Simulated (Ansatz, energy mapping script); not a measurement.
**MnH2O2 monolayer: a spin model with pencil and paper**

Given the energies of a few magnetic orders of MnH2O2 monolayer, solve for the couplings by hand and predict the energy of an order left out.

Method: LDA with U = 4.4 eV on Mn d, ortho-atomic projectors, strain in the xy plane -1 %; plane waves, U on orthogonalised atomic orbitals unless named otherwise, collinear spin, no spin–orbit coupling, in Ansatz 0.2.0.

### Step 1. The starting structure

The cell holds 5 atoms: 1 Mn, 2 O and 2 H. Cell: a = 3.218 Å, b = 3.218 Å, c = 18.996 Å, α = 90.0°, β = 90.0°, γ = 120.0°. It derives from MnH2O2. one layer cut from the bulk crystal, unrelaxed, 15 A of vacuum. Vacuum lies along c.

### Step 2. Two of the runs

The parallel order and one order with opposed moments, in one cell and on one mesh:

The input, input.yaml:

```yaml
crystal:
  lattice:
    - [3.2175002505, 0.0, 0.0]
    - [-3.2175002495, 5.5728739064, 0.0]
    - [0.0, 0.0, 18.99616]
  atoms:
    - { symbol: Mn, position: [0.0, 0.0, 0.5], spin: 4.5 }
    - { symbol: Mn, position: [0.0, 0.5, 0.5], spin: 4.5 }
    - { symbol: O, position: [0.666666667, 0.166666666, 0.553299] }
    - { symbol: O, position: [0.666666667, 0.666666667, 0.553299] }
    - { symbol: O, position: [0.333333333, 0.333333334, 0.446701] }
    - { symbol: O, position: [0.333333333, 0.833333333, 0.446701] }
    - { symbol: H, position: [0.333333333, 0.333333334, 0.394817] }
    - { symbol: H, position: [0.333333333, 0.833333333, 0.394817] }
    - { symbol: H, position: [0.666666667, 0.166666666, 0.605183] }
    - { symbol: H, position: [0.666666667, 0.666666667, 0.605183] }
magnetization:
  spin_polarized: true
kpoints:
  mp_grid: { grid: [10, 5, 1] }
hamiltonian:
  xc: lda
  hubbard:
    sites:
      - { species: Mn, l: d, u_eff: 4.4 }
      - { site: 0, l: d, u_eff: 4.4, starting_ns: [{ spin: up, occupation_matrix: mn1_major }, { spin: down, occupation_matrix: mn1_minor }] }
      - { site: 1, l: d, u_eff: 4.4, starting_ns: [{ spin: up, occupation_matrix: mn1_major }, { spin: down, occupation_matrix: mn1_minor }] }
    projectors: ortho-atomic
    occupation_matrices:
      mn1_major:
        matrix:
          - [0.996, 0.0, 0.0, 0.0, 0.0]
          - [0.0, 0.995, 0.0, 0.0, 0.004]
          - [0.0, 0.0, 0.995, 0.004, 0.0]
          - [0.0, 0.0, 0.004, 0.992, 0.0]
          - [0.0, 0.004, 0.0, 0.0, 0.992]
      mn1_minor:
        matrix:
          - [0.016, 0.0, 0.0, 0.0, 0.0]
          - [0.0, 0.079, 0.0, 0.0, -0.04]
          - [0.0, 0.0, 0.079, -0.04, 0.0]
          - [0.0, 0.0, -0.04, 0.062, 0.0]
          - [0.0, -0.04, 0.0, 0.0, 0.062]
scf:
  occupations: { method: fermi_dirac, width: 0.03 }
output:
  eigenvalues: true
```

The run is started by

```sh
$ ansatz run input.yaml --threads 4 --pin off --max-ram 8192MiB --backend cpu --events-out ev --progress --plain --runs-dir out
```

Numbers of over 12 decimals in the logs are rounded to 6 here.

Log:

```text
Engine: ansatz 0.2.0, aarch64-unknown-linux-gnu
Pseudopotentials: kind: paw
Pseudopotential: Mn, paw, valence charge 15, recommended cutoff 420 eV (normal), Mn.paw.azcp
Pseudopotential: O, paw, valence charge 6, recommended cutoff 420 eV (normal), O.paw.azcp
Pseudopotential: H, paw, valence charge 1, recommended cutoff 420 eV (normal), H.paw.azcp
Functional definition: SPW92
  exchange = slater_x
  correlation = pw_c
[...]
k-point 1 ↑: bands = [... 25 lower, -3.4448, -3.0279, -2.8767, -2.8369, -2.7455, -1.4497, -0.3227, -0.1781, ... 11 higher]
  k-point 2 ↑: bands = [... 25 lower, -3.5550, -2.7881, -2.7812, -2.6875, -2.5870, -1.3520, -0.9227, -0.2079, ... 11 higher]
  k-point 17 ↓: bands = [... 25 lower, 3.9732, 4.1757, 4.1757, 4.3329, 4.3329, 4.7430, 4.7430, 5.1182, ... 11 higher]
Occupation matrices written to <dir>
[key lines of the parts left out:]
SCF converged after 19 iterations
Magnetization: 10.0000 μB (34.0000 up, 24.0000 down)
Free energy (F): -9963.621467 eV
Fermi energy:    0.334238 eV
```

Wall time 18 s (4 threads of Arm Neoverse V1, shared host); peak memory 0.95 GiB; 69 s of CPU time.

input.yaml, as its differences from that of step 2:

```diff
@@ -7,3 +7,3 @@
     - { symbol: Mn, position: [0.0, 0.0, 0.5], spin: 4.5 }
-    - { symbol: Mn, position: [0.0, 0.5, 0.5], spin: 4.5 }
+    - { symbol: Mn, position: [0.0, 0.5, 0.5], spin: -4.5 }
     - { symbol: O, position: [0.666666667, 0.166666666, 0.553299] }
@@ -26,3 +26,3 @@
       - { site: 0, l: d, u_eff: 4.4, starting_ns: [{ spin: up, occupation_matrix: mn1_major }, { spin: down, occupation_matrix: mn1_minor }] }
-      - { site: 1, l: d, u_eff: 4.4, starting_ns: [{ spin: up, occupation_matrix: mn1_major }, { spin: down, occupation_matrix: mn1_minor }] }
+      - { site: 1, l: d, u_eff: 4.4, starting_ns: [{ spin: up, occupation_matrix: mn1_minor }, { spin: down, occupation_matrix: mn1_major }] }
     projectors: ortho-atomic
```

Log:

```text
[...]
Crystal: 10 atoms, lattice volume = 340.615 Å³
Basis set: ecut = 420 eV, 6751 PW (Γ)
Bands: 44, of which v1, the nominal top of the filled ones, is band 29 counted from 1 (28 counted from 0)
Symmetry: 4 space group operations
[...]
k-points: 18 of 50
[...]
Starting moments: Σ|m| = 9 μB on 2 of 10 sites
[...]
k-point 1 ↑: bands = [... 25 lower, -2.7488, -2.5849, -0.7807, -0.1884, 1.0192, 1.4614, 2.6736, 3.4519, ... 11 higher]
  k-point 2 ↑: bands = [... 25 lower, -2.7177, -2.4836, -1.0575, -0.1624, 1.6901, 1.9499, 2.6084, 2.7818, ... 11 higher]
  k-point 17 ↓: bands = [... 25 lower, -3.1493, -2.6600, -1.0113, -0.7406, 3.9949, 4.0908, 4.2925, 4.4123, ... 11 higher]
Occupation matrices written to <dir>
[key lines of the parts left out:]
SCF converged after 13 iterations
Magnetization: -0.0000 μB (29.0000 up, 29.0000 down)
Free energy (F): -9963.630995 eV
Fermi energy:    0.308710 eV
```

Run time: 16 s. Hardware: 4 threads; peak memory 0.98 GiB; 60 s of CPU time.

At zero occupation width the energies are -9963.62147 and -9963.63099 eV for 2 Mn atoms, so ΔE = 1000 × (-9963.63099 − (-9963.62147)) / 2 = -4.76 meV a magnetic atom.

### Step 3. The orders used, and who is opposed

Each order is measured in this way from the parallel run of its own cell. n counts, for a mean magnetic atom, the neighbours of each shell whose moment is opposed.

| order | ΔE (meV) | n at 3.22 Å (of 6) | n at 5.57 Å (of 6) | n at 6.43 Å (of 6) |
| --- | --- | --- | --- | --- |
| compensated +− in cell A | -4.76 | 4 | 4 | 0 |
| uncompensated ++− in cell B | ? | 2.67 | 4 | 2.67 |
| uncompensated ++− in cell C | -6.75 | 4 | 0 | 4 |
| compensated ++−− in cell D | -4.32 | 2 | 4 | 4 |

Wanted: the couplings, and ΔE of the order “uncompensated ++− in cell B”.

### Step 4. The equations

With E = −Σ J e·e over ordered pairs of unit vectors, an atom's energy is −Σ J (z − 2n), since each opposed neighbour turns +1 into −1. Against the parallel order, ΔE = 2 Σ n J:

- 8 J₁ + 8 J₂ = -4.76
- 8 J₁ + 8 J₃ = -6.75
- 4 J₁ + 8 J₂ + 8 J₃ = -4.32

Cramer's rule: the determinant of the left side is D = -768.0; with the column of each J replaced by the energies it is D₁ = 460.2, D₂ = -3.200 and D₃ = 187.8. So J₁ = -0.599 meV, J₂ = 0.00417 meV and J₃ = -0.245 meV.

### Step 5. The order left out

ΔE = 5.34 × (-0.599) + 8 × (0.00417) + 5.34 × (-0.245) = -4.47 meV.

### Step 6. Summary of results

```
J₁, Mn–Mn at 3.22 Å                 : -0.599 meV
J₂, Mn–Mn at 5.57 Å                 : 0.00417 meV
J₃, Mn–Mn at 6.43 Å                 : -0.245 meV
ΔE predicted for the withheld order : -4.47 meV
ΔE of the withheld run              : -4.45 meV
```

**Reading.** The hand solution predicts -4.47 meV and the withheld run gave -4.45 meV, a miss of 0.02 meV on a scale of 6.75 meV, so these shells carry the energies well. A least-squares fit to all 5 orders gives -0.600, 0.00479 and -0.244 meV. This set was picked because its moments stay put and its equations are well conditioned; many sets are less well behaved. Shells left out of the hand model add to these values wherever the orders used reverse them, so each J is partly a sum. A fit with one more shell, at 8.51 Å, gives -0.60, 0.0060, -0.24 and -0.0025 meV and 19.9 K in mean field.

[Logs and program files are shortened in this print: banners, set-up blocks, solver, clock and traceback lines can be left out without a mark of their own.]

[Logs are printed without paths, hosts, clocks, repeated set-up lines and the standing remarks that a program may print on its own settings, such as how far it seeks lower states.]

[Hosts, paths, dates, database ids (printed as entryN), source tags and the programs' standing remarks are cut or masked in the printed files.]

[Where a cell is said to come from a database of computed structures, the database is the Materials Project.]
